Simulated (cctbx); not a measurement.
# Interatomic vectors of YFeBr5

Space group Immm (no. 71), a = 5.5260 Å, b = 9.2330 Å, c = 11.1450 Å, α = 90.00°, β = 90.00°, γ = 90.00°, content Y2 Br10 Fe2.

The data are simulated with cctbx, not measured: Mo Kα, λ = 0.71073 Å, to d = 0.65 Å, 80 % of the full sphere, strongest reflection 5000 counts, noise from counting, a 4 % proportional error and a noise floor of 4 counts (s.d.); no absorption, some extinction.

Patterson synthesis from sharpened amplitudes, origin scaled to 1000:

```text
Patterson group I m m m
      u       v       w   height  length (A)
  0.000   0.000   0.000   1000.0     0.00
  0.000   0.000   0.256    345.9     2.85
  0.000   0.309   0.000    319.8     2.85
  0.000   0.190   0.500    310.5     5.84
  0.000   0.311   0.267    295.8     4.13
  0.000   0.500   0.500    288.1     7.24
  0.000   0.000   0.500    277.3     5.57
  0.000   0.500   0.233    251.9     5.30
  0.000   0.308   0.500    231.0     6.26
  0.000   0.500   0.000    195.7     4.62
  0.000   0.387   0.000    172.5     3.57
  0.172   0.000   0.000     43.8     0.95
  0.110   0.077   0.000     43.7     0.94
  0.000   0.078   0.053     42.0     0.93
```

Q: Assign the vectors.

A peak at u stands for all pairs with xi − xj = u, with weight Σ ZiZj against Σ Z² = 16644 at the origin. Peak heights follow these weights only roughly, since form factors, motion and series ripples differ, all vectors within 0.55 Å of a peak are counted as merged into it though the farther ones add only part of their weight, and F(000) is left out, which lowers the whole map:

| u | v | w | shortest length (Å) | height | 1000 ΣZiZj/ΣZ² | pairs in the cell |
| --- | --- | --- | --- | --- | --- | --- |
| 0.000 | 0.000 | 0.256 | 2.85 | 346 | 547 | 4 × Y–Br, 4 × Br–Fe |
| 0.000 | 0.309 | 0.000 | 2.85 | 320 | 328 | 4 × Y–Br |
| 0.000 | 0.190 | 0.500 | 3.98 | 310 | 294 | 4 × Br–Br |
| 0.000 | 0.311 | 0.267 | 4.14 | 296 | 294 | 4 × Br–Br |
| 0.000 | 0.500 | 0.500 | 2.76 | 288 | 328 | 4 × Y–Br |
| 0.000 | 0.000 | 0.500 | 5.38 | 277 | 538 | 4 × Br–Br, 4 × Y–Fe |
| 0.000 | 0.500 | 0.233 | 4.06 | 252 | 294 | 4 × Br–Br |
| 0.000 | 0.308 | 0.500 | 3.28 | 231 | 219 | 4 × Br–Fe |
| 0.000 | 0.500 | 0.000 | 4.62 | 196 | 219 | 4 × Br–Fe |
| 0.000 | 0.387 | 0.000 | 3.57 | 172 | 147 | 2 × Br–Br |

The table stops at ten peaks or at a height of 45, below which ripples compete. In the model behind the data Y, the heaviest element, has 1 independent site: (1/2, 1/2, 0), up to an allowed shift of origin. No listed peak is a Y–Y vector, so the position follows from the cell content and the cross vectors. Elements of similar Z can't be told apart from the map alone. The whole model:

| atom | mult. | x | y | z | Ueq (Å²) |
| --- | --- | --- | --- | --- | --- |
| Y1 | 2 | 1/2 | 1/2 | 0 | 0.0108 |
| Br1 | 2 | 0 | 1/2 | 0 | 0.0136 |
| Br2 | 4 | 1/2 | 1/2 | 0.2674 | 0.0155 |
| Br3 | 4 | 1/2 | 0.1904 | 0 | 0.0081 |
| Fe1 | 2 | 0 | 0 | 0 | 0.0089 |

The model was made for the exercise: a known structure type with other elements put in, its volume estimated, not relaxed; displacement parameters are assumed.

[Logs are printed without paths, hosts, clocks, repeated set-up lines and the standing remarks that a program may print on its own settings, such as how far it seeks lower states.]
